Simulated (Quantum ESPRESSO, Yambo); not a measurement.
# A GW run on SiO2 (Quartz) in Yambo, with inputs changed

Aim: change inputs of a GW run on SiO2 (Quartz) and see what moves.

Method: LDA and many-body steps on it, plane waves, in Yambo 5.3.0.

**1. The starting structure**

It takes space group P3_121 (No. 152, trigonal). Conventional cell: a = 4.916 Å, b = 4.916 Å, c = 5.409 Å, α = 90.00°, β = 90.00°, γ = 120.00°. Si has 4 O at 1.61 Å nearest. O has 2 Si at 1.61 Å nearest. Farther neighbours and most contacts between anions are not listed.

As a file:

```xyz
9
Lattice="4.9158 0.0000 0.0000 -2.4579 4.2572 0.0000 0.0000 0.0000 5.4091" Properties=species:S:1:pos:R:3 pbc="T T T"
Si    2.6068    0.0000    1.8030
Si   -1.3034    2.2576    3.6061
Si    1.1545    1.9996    0.0000
O    -0.2994    1.7633    4.7654
O     1.0805    3.1163    1.1594
O    -0.7811    3.6348    2.9624
O     1.6768    0.6224    0.6437
O     2.1585    2.4939    4.2497
O     3.5384    1.1409    2.4467
```

The cell and positions come from the Crystallography Open Database and are kept as given unless a step says otherwise.

**2. Base**

This step: Yambo 5.3.0; G0W0 on LDA, plane waves, norm-conserving pseudopotentials.

G0W0 replaces the xc potential by the self-energy, built once from these orbitals. Only a window of levels is corrected, while the sums run over the empty bands that the input names.

The input, gw1.in:

```
HF_and_locXC
gw0
dyson
ppa
em1d
rim_cut
RandQpts= 1000000
RandGvec= 1 RL
EXXRLvcs= 72 Ry
VXCRLvcs= 288 Ry
Chimod= "HARTREE"
% BndsRnXp
 1 | 234 |
%
NGsBlkXp= 12.5 Ry
% LongDrXp
 1 | 1 | 1 |
%
% GbndRnge
 1 | 234 |
%
DysSolver= "n"
ExtendOut
PPAPntXp= 27.21138 eV
% QPkrange
 5 | 5 | 23 | 26 |
 1 | 1 | 23 | 26 |
%
```

On the command line:

```bash
$ OMP_NUM_THREADS=2 mpirun -n 4 yambo -F gw1.in -J gw1 -C gw1 > gw1.log
```

The log of the run:

```text
 Yambo, version 5.3.0

 [02] CORE Variables Setup
 =========================

  [... cell, symmetries and grids as in the set-up ...]

  [02.05] Energies & Occupations
  ==============================

  [X] === General ===
  [X] Electronic Temperature                        :  0.000000  0.000000 [eV K]
  [X] Bosonic    Temperature                        :  0.000000  0.000000 [eV K]
  [X] Finite Temperature mode                       : no
  [X] El. density                                   :  0.42403E+24 [cm-3]
  [X] Fermi Level                                   :  2.172031 [eV]

  [X] === Gaps and Widths ===
  [X] Conduction Band Min                           :  5.801381 [eV]
  [X] Valence Band Max                              :  0.000000 [eV]
  [X] Filled Bands                                  :  24
  [X] Empty Bands                                   :   25  234
  [X] Direct Gap                                    :  6.125512 [eV]
  [X] Direct Gap localized at k                     :  1
  [X] Indirect Gap                                  :  5.801381 [eV]
  [X] Indirect Gap between kpts                     :   5   1
  [X] Last valence band width                       :  0.596912 [eV]
  [X] 1st conduction band width                     :  3.097079 [eV]

 [03] Transferred momenta grid and indexing
 ==========================================

 IBZ Q-points                                      :   8
 BZ  Q-points                                      :  18

 K/Q-points units:
 rlu = crystal or reduced units; cc = cartesian coordinates; iku = interal k-units

 Q [1]          [rlu]:  0.000000  0.000000  0.000000
 Q [2]          [rlu]:  0.000000  0.000000 -0.500000
 Q [3]          [rlu]:  0.72872E-17  0.33333       0.0000
 Q [4]          [rlu]:  0.72872E-17  0.33333     -0.50000
 Q [5]          [rlu]:  0.333333  0.333333  0.000000
 Q [6]          [rlu]:  0.333333  0.333333 -0.500000
 Q [7]          [rlu]: -0.333333  0.333333  0.000000
 Q [8]          [rlu]: -0.333333  0.333333 -0.500000

 [04] Coloumb potential Random Integration (RIM)
 ===============================================

  [04.01] RIM initialization
  ==========================

  * Diagonal components only detected *

  8 x (sBL volume)        :  0.144317 [a.u.]
  sBZ random points       :  1000000
  Points outside the sBZ  :   7993074
  RL volume               :  0.324712 [a.u.]
  Integrated volume       :  0.324994 [a.u.]

  [04.02] RIM integrals
  =====================

  Gamma point sphere radius             :  0.095146 [a.u.]
  Points outside the sphere             :   799469
  [Int_sBZ(q=0) 1/q^2]*(Vol_sBZ)^(-1/3) =:  7.664728
                                 should be <:  7.795600

  Summary of Coulomb integrals for non-metallic bands |Q|[au] RIM/Bare

  Q [1] 0.100000E-4 0.983212 * Q [7] 0.260336 1.012284
  Q [3] 0.260336 1.012215 * Q [2] 0.307345 1.138708
  Q [8] 0.402785 1.065434 * Q [4] 0.402785 1.065353
  Q [5] 0.450916 1.007191 * Q [6] 0.545698 1.021740

 [05] Dipoles
 ============

  [05.01] Setup: observables and procedures
  =========================================

  [WARNING] [x,Vnl] slows the Dipoles computation. To neglect it rename the ns.kb_pp file

 [06] Dynamic Dielectric Matrix (PPA)
 ====================================

 [WR./gw1//ndb.pp]---------------------------------------------------------------
  Brillouin Zone Q/K grids (IBZ/BZ)                :   8  18   8  18
  RL vectors                                       :   9395 [WF]
  Coulomb cutoff potential                         : none
  Electronic Temperature                           :  0.000000 [K]
  Bosonic    Temperature                           :  0.000000 [K]
  PPA    diel. fun.  energies                      : Slater exchange(X)+Perdew & Wang(C)
  wavefunctions                                    : Slater exchange(X)+Perdew & Wang(C)
  Global Gauge                                     : length
  X matrix size                                    :   575
  X band range                                     :    1  234
  X e/h energy range                               : -1.000000 -1.000000 [eV]
  X Time ordering                                  : R
  X Hxc Kernel                                     : HARTREE
  X Drude frequency                                :  0.000000  0.000000
  X poles                                          :  100.0000 [o/o]
  RL vectors in the sum                            :   9395
  [r,Vnl] included                                 : yes
  Field direction                                  :  0.577350E-5  0.577350E-5  0.577350E-5
  BZ energy Double Grid                            : no
  BZ energy DbGd points                            : 0
  BZ Q point size factor                           : -1.000000
  X Optical Averaged directions                    : none

 [07] Local Exchange-Correlation + Non-Local Fock
 ================================================

 [VXC] Plane waves :   63145
 [EXS] Plane waves :   7959

 QP @ state[ 1 ] K range:  1  1
 QP @ state[ 1 ] b range:  23  26
 QP @ state[ 2 ] K range:   5   5
 QP @ state[ 2 ] b range:  23  26

 [xc] Functional : Slater exchange(X)+Perdew & Wang(C)
 [xc] LIBXC used to calculate xc functional
  PP Number of Atomic Species                      :  2
  NLCC RL compoments                               :   63145
  PP Number of Atomic Species                      :  2
  NLCC RL compoments                               :   63145

 [xc] E_xc :  -24.88628 [Ha]
      E_xc :  -49.77257 [Ry]

  Local XC kind (lXC) : Slater exchange(X)+Perdew & Wang(C)
  Non-Local XC kind (nlXC) : Hartree-Fock

  Corrections @ K [1] :  [eV]
 <23|nlXC|23> = -25.06677  0.41455E-17 <23|lXC|23> = -19.28077  0.000000
 <24|nlXC|24> = -25.06525 -0.50028E-17 <24|lXC|24> = -19.28077  0.14161E-15
 <25|nlXC|25> = -6.490476  0.78900E-19 <25|lXC|25> = -11.30929  0.000000
 <26|nlXC|26> = -5.316471 -0.98510E-18 <26|lXC|26> = -10.83372  0.000000

  Corrections @ K [5] :  [eV]
 <23|nlXC|23> = -25.37552  0.68283E-17 <23|lXC|23> = -19.49813 -0.14161E-15
 <24|nlXC|24> = -25.61635 -0.12189E-16 <24|lXC|24> = -19.84006  0.28323E-15
 <25|nlXC|25> = -7.117989 -0.13279E-18 <25|lXC|25> = -12.56942 -0.37763E-15
 <26|nlXC|26> = -7.118704  0.81795E-18 <26|lXC|26> = -12.56942 -0.94408E-16

 [08] Dyson equation: Newton solver
 ==================================

  [08.01] G0W0 (W PPA)
  ====================

  [  GW  ] Bands range     :    1  234
  [GW/PPA] G damping       :  0.100000 [eV]

  QP @ state[ 1 ] K range:  1  1
  QP @ state[ 1 ] b range:  23  26
  QP @ state[ 2 ] K range:   5   5
  QP @ state[ 2 ] b range:  23  26

   Sc/G bands                                       :    1  234
   Sc/G damping                                     :  0.100000 ev
   Sc bands terminator                              : no
   Sx RL components                                 :   7959

   QP @ state[ 1 ] K range                          :  1  1
   QP @ state[ 1 ] b range                          :  23  26
   QP @ state[ 2 ] K range                          :   5   5
   QP @ state[ 2 ] b range                          :  23  26
   GF energies kind                                 : Slater exchange(X)+Perdew & Wang(C)
   GF WF`s kind                                     : Slater exchange(X)+Perdew & Wang(C)
   Xs energies kind                                 : Slater exchange(X)+Perdew & Wang(C)
   Xs WF`s kind                                     : Slater exchange(X)+Perdew & Wang(C)

 [11] Game Over & Game summary
```

Elapsed: 6.4 min, on 4 MPI ranks of Arm Neoverse N1, shared host; peak memory 2.5 GiB.

Numbers from this step:

```yaml
g0w0_gap_on_the_points_computed: 8.816 eV
starting_gap_on_the_mesh: 5.801 eV
k_of_the_valence_top: 0.3333, 0.3333, 0
k_of_the_conduction_bottom: 0, 0, 0
least_direct_g0w0_gap_on_the_computed_points: 9.189 eV
z_at_the_valence_top: 0.8167
z_at_the_conduction_bottom: 0.8694
```

The gap on the mesh goes from 5.80 eV to 8.82 eV, a correction of +3.01 eV.

**3. More G vectors in the random integration**

gw2.in, as its differences from gw1.in of step 2:

```diff
@@ -7,3 +7,3 @@
 RandQpts= 1000000
-RandGvec= 1 RL
+RandGvec= 59 RL
 EXXRLvcs= 72 Ry
@@ -28 +28,2 @@
 %
+QpgFull
```

On the command line:

```bash
$ OMP_NUM_THREADS=2 mpirun -n 4 yambo -F gw2.in -J gw2,gw1_W -C gw2 > gw2.log
```

The log of the run:

```text
 Yambo, version 5.3.0

 [02] CORE Variables Setup
 =========================

  [... cell, symmetries and grids as in the set-up ...]

  [02.05] Energies & Occupations
  ==============================

  [X] === General ===
  [X] Electronic Temperature                        :  0.000000  0.000000 [eV K]
  [X] Bosonic    Temperature                        :  0.000000  0.000000 [eV K]
  [X] Finite Temperature mode                       : no
  [X] El. density                                   :  0.42403E+24 [cm-3]
  [X] Fermi Level                                   :  2.172031 [eV]

  [X] === Gaps and Widths ===
  [X] Conduction Band Min                           :  5.801381 [eV]
  [X] Valence Band Max                              :  0.000000 [eV]
  [X] Filled Bands                                  :  24
  [X] Empty Bands                                   :   25  234
  [X] Direct Gap                                    :  6.125512 [eV]
  [X] Direct Gap localized at k                     :  1
  [X] Indirect Gap                                  :  5.801381 [eV]
  [X] Indirect Gap between kpts                     :   5   1
  [X] Last valence band width                       :  0.596912 [eV]
  [X] 1st conduction band width                     :  3.097079 [eV]

 [03] Transferred momenta grid and indexing
 ==========================================

 IBZ Q-points                                      :   8
 BZ  Q-points                                      :  18

 K/Q-points units:
 rlu = crystal or reduced units; cc = cartesian coordinates; iku = interal k-units

 Q [1]          [rlu]:  0.000000  0.000000  0.000000
 Q [2]          [rlu]:  0.000000  0.000000 -0.500000
 Q [3]          [rlu]:  0.72872E-17  0.33333       0.0000
[...]
Q [7]          [rlu]: -0.333333  0.333333  0.000000
 Q [8]          [rlu]: -0.333333  0.333333 -0.500000

 [04] Coloumb potential Random Integration (RIM)
 ===============================================

  [04.01] RIM initialization
  ==========================

  8 x (sBL volume)        :  0.144317 [a.u.]
  sBZ random points       :  1000000
  Points outside the sBZ  :   7993074
  RL volume               :  0.324712 [a.u.]
  Integrated volume       :  0.324994 [a.u.]

  [04.02] RIM integrals
  =====================

  Gamma point sphere radius             :  0.095146 [a.u.]
  Points outside the sphere             :   799469
  [Int_sBZ(q=0) 1/q^2]*(Vol_sBZ)^(-1/3) =:  7.664728
                                 should be <:  7.795600

  Summary of Coulomb integrals for non-metallic bands |Q|[au] RIM/Bare

  Q [1] 0.100000E-4 0.983212 * Q [7] 0.260336 1.012284
  Q [3] 0.260336 1.012215 * Q [2] 0.307345 1.138708
  Q [8] 0.402785 1.065434 * Q [4] 0.402785 1.065353
  Q [5] 0.450916 1.007191 * Q [6] 0.545698 1.021740

 [05] Dipoles
 ============

  [05.01] Setup: observables and procedures
  =========================================

 [06] Dynamic Dielectric Matrix (PPA)
 ====================================

   Sc/G bands                                       :    1  234
   Sc/G damping                                     :  0.100000 ev
   Sc bands terminator                              : no
   Sx RL components                                 :   7959

   QP @ state[ 1 ] K range                          :  1  1
   QP @ state[ 1 ] b range                          :  23  26
   QP @ state[ 2 ] K range                          :   5   5
   QP @ state[ 2 ] b range                          :  23  26
   GF energies kind                                 : Slater exchange(X)+Perdew & Wang(C)
   GF WF`s kind                                     : Slater exchange(X)+Perdew & Wang(C)
   Xs energies kind                                 : Slater exchange(X)+Perdew & Wang(C)
   Xs WF`s kind                                     : Slater exchange(X)+Perdew & Wang(C)

 [11] Game Over & Game summary
```

It took 3.8 min on 4 MPI ranks; peak memory 2.4 GiB.

Numbers from this step:

| Property | Result |
| --- | --- |
| G0W0 gap on the points computed | 8.876 eV |
| starting gap on the mesh | 5.801 eV |
| k of the valence top | 0.3333, 0.3333, 0 |
| k of the conduction bottom | 0, 0, 0 |
| least direct G0W0 gap on the computed points | 9.248 eV |
| Z at the valence top | 0.8157 |
| Z at the conduction bottom | 0.8684 |

Against G0W0 in Yambo (3×3×2 mesh, 234 bands, screening to 170.1 eV, Godby-Needs plasmon pole), the gap moves by +0.060 eV.

**4. Damping of G**

gw3.in, as its differences from gw2.in of step 3:

```diff
@@ -7,3 +7,3 @@
 RandQpts= 1000000
-RandGvec= 59 RL
+RandGvec= 1 RL
 EXXRLvcs= 72 Ry
@@ -28,2 +28,2 @@
 %
-QpgFull
+GDamping= 0.01 eV
```

On the command line:

```bash
$ OMP_NUM_THREADS=2 mpirun -n 4 yambo -F gw3.in -J gw3,gw1_W -C gw3 > gw3.log
```

The log of the run:

```text
 Yambo, version 5.3.0

 [02] CORE Variables Setup
 =========================

  [... cell, symmetries and grids as in the set-up ...]

  [02.05] Energies & Occupations
  ==============================

  [X] === General ===
  [X] Electronic Temperature                        :  0.000000  0.000000 [eV K]
  [X] Bosonic    Temperature                        :  0.000000  0.000000 [eV K]
  [X] Finite Temperature mode                       : no
  [X] El. density                                   :  0.42403E+24 [cm-3]
[...]
Sx RL components                                 :   7959

   QP @ state[ 1 ] K range                          :  1  1
   QP @ state[ 1 ] b range                          :  23  26
   QP @ state[ 2 ] K range                          :   5   5
   QP @ state[ 2 ] b range                          :  23  26
   GF energies kind                                 : Slater exchange(X)+Perdew & Wang(C)
   GF WF`s kind                                     : Slater exchange(X)+Perdew & Wang(C)
   Xs energies kind                                 : Slater exchange(X)+Perdew & Wang(C)
   Xs WF`s kind                                     : Slater exchange(X)+Perdew & Wang(C)

 [11] Game Over & Game summary
```

Wall time 93 s (4 MPI ranks); peak memory 2.3 GiB; 12 min of CPU time.

Numbers from this step:

* G0W0 gap on the points computed: 8.816 eV
* starting gap on the mesh: 5.801 eV
* k of the valence top: 0.3333, 0.3333, 0
* k of the conduction bottom: 0, 0, 0
* least direct G0W0 gap on the computed points: 9.189 eV

Against G0W0 in Yambo (3×3×2 mesh, 234 bands, screening to 170.1 eV, Godby-Needs plasmon pole), the gap moves by −0.0001 eV.

**5. Scissors in G**

gw6.in, as its differences from gw3.in of step 4:

```diff
@@ -28,2 +28,4 @@
 %
-GDamping= 0.01 eV
+% GfnQP_E
+ 0.5 | 1.0 | 1.0 |
+%
```

On the command line:

```bash
$ OMP_NUM_THREADS=2 mpirun -n 4 yambo -F gw6.in -J gw6,gw1_W -C gw6 > gw6.log
```

The log of the run:

```text
 Yambo, version 5.3.0

 [02] CORE Variables Setup
 =========================

  [... cell, symmetries and grids as in the set-up ...]

  [02.05] Energies & Occupations
  ==============================

  [X] === General ===
  [X] Electronic Temperature                        :  0.000000  0.000000 [eV K]
  [X] Bosonic    Temperature                        :  0.000000  0.000000 [eV K]
  [X] Finite Temperature mode                       : no
  [X] El. density                                   :  0.42403E+24 [cm-3]
  [X] Fermi Level                                   :  2.172031 [eV]

  [X] === Gaps and Widths ===
  [X] Conduction Band Min                           :  5.801381 [eV]
  [X] Valence Band Max                              :  0.000000 [eV]
  [X] Filled Bands                                  :  24
  [X] Empty Bands                                   :   25  234
  [X] Direct Gap                                    :  6.125512 [eV]
  [X] Direct Gap localized at k                     :  1
  [X] Indirect Gap                                  :  5.801381 [eV]
  [X] Indirect Gap between kpts                     :   5   1
  [X] Last valence band width                       :  0.596912 [eV]
  [X] 1st conduction band width                     :  3.097079 [eV]

 [03] Transferred momenta grid and indexing
 ==========================================

 IBZ Q-points                                      :   8
 BZ  Q-points                                      :  18

 K/Q-points units:
 rlu = crystal or reduced units; cc = cartesian coordinates; iku = interal k-units

 Q [1]          [rlu]:  0.000000  0.000000  0.000000
 Q [2]          [rlu]:  0.000000  0.000000 -0.500000
 Q [3]          [rlu]:  0.72872E-17  0.33333       0.0000
[...]
[G+QP] Indirect Gap                               :  6.301381 [eV]
  [G+QP] Indirect Gap between kpts                  :   5   1
  [G+QP] Last valence band width                    :  0.596912 [eV]
  [G+QP] 1st conduction band width                  :  3.097079 [eV]

  [coarse-grid] Minimum Bare Gap        [ev]:  5.801381
  [coarse-grid] Minimum Gap Correction  [ev]:  0.500000

  Eqp @ K [1]
  -19.13617 -17.55473 -17.55473 -16.88388 -16.84100 -16.84099  -8.29711  -8.29711
  -5.493242 -5.469819 -5.301177 -5.301176 -2.990403 -2.990402 -2.728878 -2.476719
  -1.525286 -1.525285 -1.493449 -1.009493 -1.009491 -0.691344 -0.324132 -0.324131
[...]
Eqp @ K [2]
[...]
Eqp @ K [3]
[...]
Eqp @ K [4]
[...]
Eqp @ K [5]
[...]
[... 2 further k-points ...]
  Eqp @ K [8]
[...]
11.87354  12.19202  12.61252  13.38960  13.90786  14.25686  15.45144  15.78956
   15.87907  16.44833  16.95233  17.22362  17.75653  18.32257  19.04955  19.45365

 [06] Dipoles
 ============

  [06.01] Setup: observables and procedures
  =========================================

 [07] Dynamic Dielectric Matrix (PPA)
 ====================================

   Sc/G bands                                       :    1  234
   Sc/G damping                                     :  0.100000 ev
   Sc bands terminator                              : no
   Sx RL components                                 :   7959

   QP @ state[ 1 ] K range                          :  1  1
   QP @ state[ 1 ] b range                          :  23  26
   QP @ state[ 2 ] K range                          :   5   5
   QP @ state[ 2 ] b range                          :  23  26
   GF energies kind                                 : Slater exchange(X)+Perdew & Wang(C)+ user defined corrections @E
   GF WF`s kind                                     : Slater exchange(X)+Perdew & Wang(C)
   Xs energies kind                                 : Slater exchange(X)+Perdew & Wang(C)
   Xs WF`s kind                                     : Slater exchange(X)+Perdew & Wang(C)

 [12] Game Over & Game summary
```

Elapsed: 93 s, on 4 MPI ranks; peak memory 2.3 GiB; 12 min of CPU time.

Numbers from this step:

| Quantity | Value |
| --- | --- |
| G0W0 gap on the points computed | 8.864 eV |
| starting gap on the mesh | 5.801 eV |
| k of the valence top | 0.3333, 0.3333, 0 |
| k of the conduction bottom | 0, 0, 0 |
| least direct G0W0 gap on the computed points | 9.238 eV |
| Z at the valence top | 0.8172 |
| Z at the conduction bottom | 0.8726 |

The program's own table gives 8.928 eV, which is too large where the input levels are shifted: this version takes Σc at the unshifted level E₀, yet steps from the shifted one. The value above is the Newton step from E₀, E₀ + Z(Σc + Σx − Vxc), rebuilt from the printed columns.

(Continued in part 2 of 2.)

[Paths, hosts, dates, memory and timing lines, banners, echoed tables and standing remarks are left out of the program output.]

[Logs are printed without paths, hosts, clocks, repeated set-up lines and the standing remarks that a program may print on its own settings, such as how far it seeks lower states.]

[Runs of the session that timed out or met a known fault of the program may be left out.]

[Hosts, paths, dates, database ids (printed as entryN), source tags and the programs' standing remarks are cut or masked in the printed files.]
